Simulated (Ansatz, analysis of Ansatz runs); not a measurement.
# NV- centre in 3C-SiC: hyperfine coupling against experiment, part 2 of 2

Aim: the hyperfine coupling of the NV- centre in 3C-SiC, to be set beside the measurement. Set-up: PBE, 64-site cell, PBE lattice, 420 eV, k: the single point 1/4 1/4 1/4 then 2x2x2 shifted 0.5 0.5 0.5, symmetric start. The model is a cell of 64 host atoms with 1 site emptied and N put on another atom's site. The isotropic coupling follows from the spin density at the nucleus, the nuclear g-factor and the total spin. Another start tests whether the structure found is the lowest.

Ansatz 0.2.0; PBE, 64-site cell, PBE lattice, 420 eV, k: the single point 1/4 1/4 1/4 then 2x2x2 shifted 0.5 0.5 0.5, symmetric start.

So far: Set-up; Relaxation, charge −1.

## Step 3: Contact spin densities

The relaxed structure is kept, and the final numbers are taken at the final level and k-points.

This step: plane-wave PAW DFT, PBE; single point of a defect supercell.

The input, point/input.yaml:

```yaml
crystal:
  lattice:
    - [8.7594568, 0.0, 0.0]
    - [0.0, 0.0, -8.7594568]
    - [0.0, 8.7594568, 0.0]
  atoms:
    - { symbol: Si, position: [-0.000162073, -0.000162073, -4.9664e-05] }
    - { symbol: Si, position: [0.000347402, 0.250472962, 0.250959839] }
    - { symbol: Si, position: [0.250472962, 0.000347402, 0.250959839] }
    - { symbol: Si, position: [0.249930924, 0.249930924, 0.000656499] }
    - { symbol: C, position: [0.125056067, 0.125056067, 0.125723663] }
    - { symbol: C, position: [0.127536604, 0.375296271, 0.377631824] }
    - { symbol: C, position: [0.375296271, 0.127536604, 0.377631824] }
    - { symbol: C, position: [0.375202736, 0.375202736, 0.12510505] }
    - { symbol: Si, position: [-0.000167732, -0.000167732, 0.500313071] }
    - { symbol: Si, position: [-0.000541888, 0.249640083, 0.750162539] }
    - { symbol: Si, position: [0.249640083, -0.000541888, 0.750162539] }
    - { symbol: Si, position: [0.251017886, 0.251017886, 0.505141333] }
    - { symbol: C, position: [0.12400467, 0.12400467, 0.62546088] }
    - { symbol: C, position: [0.124440961, 0.374724515, 0.875938412] }
    - { symbol: C, position: [0.374724515, 0.124440961, 0.875938412] }
    - { symbol: "N", position: [0.358712191, 0.358712191, 0.640352542] }
    - { symbol: Si, position: [2.5354e-05, 0.500206734, -0.000552325] }
    - { symbol: Si, position: [0.00107197, 0.749950451, 0.249532282] }
    - { symbol: Si, position: [0.252506829, 0.500923978, 0.251744826] }
    - { symbol: Si, position: [0.250224253, 0.748645129, -0.000592658] }
    - { symbol: C, position: [0.125019532, 0.624207598, 0.124310468] }
    - { symbol: C, position: [0.124949031, 0.875818586, 0.37568907] }
    - { symbol: C, position: [0.366977977, 0.636311494, 0.364927148] }
    - { symbol: C, position: [0.375608235, 0.876115101, 0.123886263] }
    - { symbol: Si, position: [4.7876e-05, 0.500020114, 0.499813578] }
    - { symbol: Si, position: [1.4823e-05, 0.748612194, 0.74955894] }
    - { symbol: Si, position: [0.251593602, 0.494534211, 0.748266284] }
    - { symbol: Si, position: [0.252914087, 0.748183881, 0.500056015] }
    - { symbol: C, position: [0.127640606, 0.622566034, 0.625177381] }
    - { symbol: C, position: [0.124866727, 0.874346993, 0.87511462] }
    - { symbol: C, position: [0.375254777, 0.622530872, 0.872606104] }
    - { symbol: C, position: [0.374954526, 0.875797199, 0.625434658] }
    - { symbol: Si, position: [0.500206734, 2.5354e-05, -0.000552325] }
    - { symbol: Si, position: [0.500923978, 0.252506829, 0.251744826] }
    - { symbol: Si, position: [0.749950451, 0.00107197, 0.249532282] }
    - { symbol: Si, position: [0.748645129, 0.250224253, -0.000592658] }
    - { symbol: C, position: [0.624207598, 0.125019532, 0.124310468] }
    - { symbol: C, position: [0.636311494, 0.366977977, 0.364927148] }
    - { symbol: C, position: [0.875818586, 0.124949031, 0.37568907] }
    - { symbol: C, position: [0.876115101, 0.375608235, 0.123886263] }
    - { symbol: Si, position: [0.500020114, 4.7876e-05, 0.499813578] }
    - { symbol: Si, position: [0.494534211, 0.251593602, 0.748266284] }
    - { symbol: Si, position: [0.748612194, 1.4823e-05, 0.74955894] }
    - { symbol: Si, position: [0.748183881, 0.252914087, 0.500056015] }
    - { symbol: C, position: [0.622566034, 0.127640606, 0.625177381] }
    - { symbol: C, position: [0.622530872, 0.375254777, 0.872606104] }
    - { symbol: C, position: [0.874346993, 0.124866727, 0.87511462] }
    - { symbol: C, position: [0.875797199, 0.374954526, 0.625434658] }
    - { symbol: Si, position: [0.50012226, 0.50012226, 4.5206e-05] }
    - { symbol: Si, position: [0.500791954, 0.749321775, 0.250914315] }
    - { symbol: Si, position: [0.749321775, 0.500791954, 0.250914315] }
    - { symbol: Si, position: [0.749992702, 0.749992702, -0.001413734] }
    - { symbol: C, position: [0.625847098, 0.625847098, 0.124296305] }
    - { symbol: C, position: [0.62576213, 0.876564443, 0.37434198] }
    - { symbol: C, position: [0.876564443, 0.62576213, 0.37434198] }
    - { symbol: C, position: [0.875198878, 0.875198878, 0.12474986] }
    - { symbol: Si, position: [0.500470632, 0.748077169, 0.746948722] }
    - { symbol: Si, position: [0.748077169, 0.500470632, 0.746948722] }
    - { symbol: Si, position: [0.748861029, 0.748861029, 0.498761967] }
    - { symbol: C, position: [0.635871969, 0.635871969, 0.632808163] }
    - { symbol: C, position: [0.624128098, 0.87541394, 0.874899117] }
    - { symbol: C, position: [0.87541394, 0.624128098, 0.874899117] }
    - { symbol: C, position: [0.875623566, 0.875623566, 0.624510056] }
total_charge: -1
basis:
  ecutwfc: 420
  xc_grid: 2
hamiltonian:
  xc: pbe
kpoints:
  mp_grid: { grid: [2, 2, 2], shift: [0.5, 0.5, 0.5] }
magnetization:
  spin_polarized: true
  initial_magnetization: 2
  spin_locking: { lock_magnetization: hard }
scf:
  occupations: { method: fermi_dirac, width: 0.01 }
  max_iter: 120
output:
  forces: true
  efg: {}
  eigenvalues: true
checkpoint:
  read: "../relax.run"
```

On the command line:

```bash
$ ansatz run input.yaml --threads 2 --pin off --max-ram 3768MiB --backend cpu --events-out ev --progress --plain --runs-dir out
```

Numbers of over 12 decimals in the logs are rounded to 6 here.

The log of the run:

```text
[...]
Crystal: 63 atoms, lattice volume = 672.096 Å³
Basis set: ecut = 420 eV, 13205 PW (Γ), exchange–correlation on 120×120×120 points (8 copies of the dense FFT grid, shifted against one another)
Bands: 191, of which v1, the nominal top of the filled ones, is band 127 counted from 1 (126 counted from 0)
Symmetry: 2 space group operations
[...]
k-points: 3 of 8 (time reversal used)
[...]
Starting moments: Σ|m| = 2 μB on 63 of 63 sites; this step starts from the density that it was given
[...]
SCF iter   7: F=-27872.035022 eV  HF=-27872.035022 eV  |F-HF|=3.76e-8  |Δ(HF+E_count)|=   1.90e-7  Δρ=1.69e-6 (↑1.68e-6 ↓1.69e-6)  dr2=8.00e-8  dr2_m=5.38e-10  M=2.000 μB ∫|m|=2.143 μB  ethr=3.94e-11  ⟨swp⟩=7.2  Hψ=4403  notcnv=0
SCF 1 converged in 7 iterations: F = -27872.035022 eV  dr2 = 8.00e-8
[...]
atom  23  C  V_zz =    +1.882379   η = 0.0717   by run symmetry: allowed
[...]
atom  27  Si V_zz =    +1.591240   η = 0.3934   by run symmetry: allowed
[...]
atom  38  C  V_zz =    +1.882379   η = 0.0717   by run symmetry: allowed
[...]
atom  42  Si V_zz =    +1.591240   η = 0.3934   by run symmetry: allowed
[...]
atom  45  C  V_zz =    +0.314902   η = 0.1672   by run symmetry: allowed
[...]
atom  60  C  V_zz =    +1.818432   η = 0.0897   by run symmetry: allowed
[...]
--- Band table (eV; the first three rows and the last of 6) ---
[...]
[... further k-points left out ...]
[key lines of the parts left out:]
SCF converged after 7 iterations
Magnetization: 2.0000 μB (128.0000 up, 126.0000 down)
Free energy (F): -27872.035022 eV
Fermi energy:    9.815904 (↑ 10.414861, ↓ 9.764038) eV
```

Elapsed: 82 s, on 2 threads of Arm Neoverse V1, shared host; peak memory 1.8 GiB.

Numbers from this step:

```
free energy                           : -27872.0350 eV
total moment                          : 2 μB
integral of the absolute spin density : 2.145 μB
spin contamination                    : 0.01180
```

The largest moments in the atoms' spheres: C38 0.29, C23 0.29, C60 0.28, C22 0.03, C39 0.03, C61 0.02 μB.

Contact couplings A = (2/3) μ0 ge μB gN μN ρs / (2S h), for each element's most abundant magnetic isotope:

| atom | isotope | distance from the centre (Å) | contact spin density (e/Å³) | A (MHz) |
| --- | --- | --- | --- | --- |
| C23 | 13C | 2.05 | 0.669 | 55.7 |
| C38 | 13C | 2.05 | 0.669 | 55.7 |
| C60 | 13C | 2.05 | 0.655 | 54.5 |
| Si50 | 29Si | 3.09 | -0.154 | 10.1 |
| Si51 | 29Si | 3.09 | -0.154 | 10.1 |
| Si59 | 29Si | 3.08 | -0.152 | 10.0 |
| C22 | 13C | 4.78 | 0.0944 | 7.9 |
| C39 | 13C | 4.78 | 0.0944 | 7.9 |
| C61 | 13C | 4.77 | 0.0914 | 7.6 |
| C62 | 13C | 4.77 | 0.0914 | 7.6 |

## Step 4: Results

```
14N, isotropic part (sign not measured) : -0.8 MHz
integral of the absolute spin density   : 2.15 μB
time of the whole chain                 : 3.4 min on 2 threads
```

**Reading.** 14N, isotropic part (sign not measured): computed -0.8 MHz, measured -1.26 MHz (size measured, sign taken from theory); 0.4 MHz (33 %) smaller in size than the measurement. Only the isotropic (Fermi contact) part is computed, with core polarisation; no vibrational averaging. Limits: the periodic copies of the defect are only 8.8 Å apart.

[Logs are printed without paths, hosts, clocks, repeated set-up lines and the standing remarks that a program may print on its own settings, such as how far it seeks lower states.]

[Hosts, paths, dates, database ids (printed as entryN), source tags and the programs' standing remarks are cut or masked in the printed files.]

[For some hosts the program warned that the k-mesh of the response run may be too coarse for force constants and the static dielectric constant; such warnings are not shown here.]
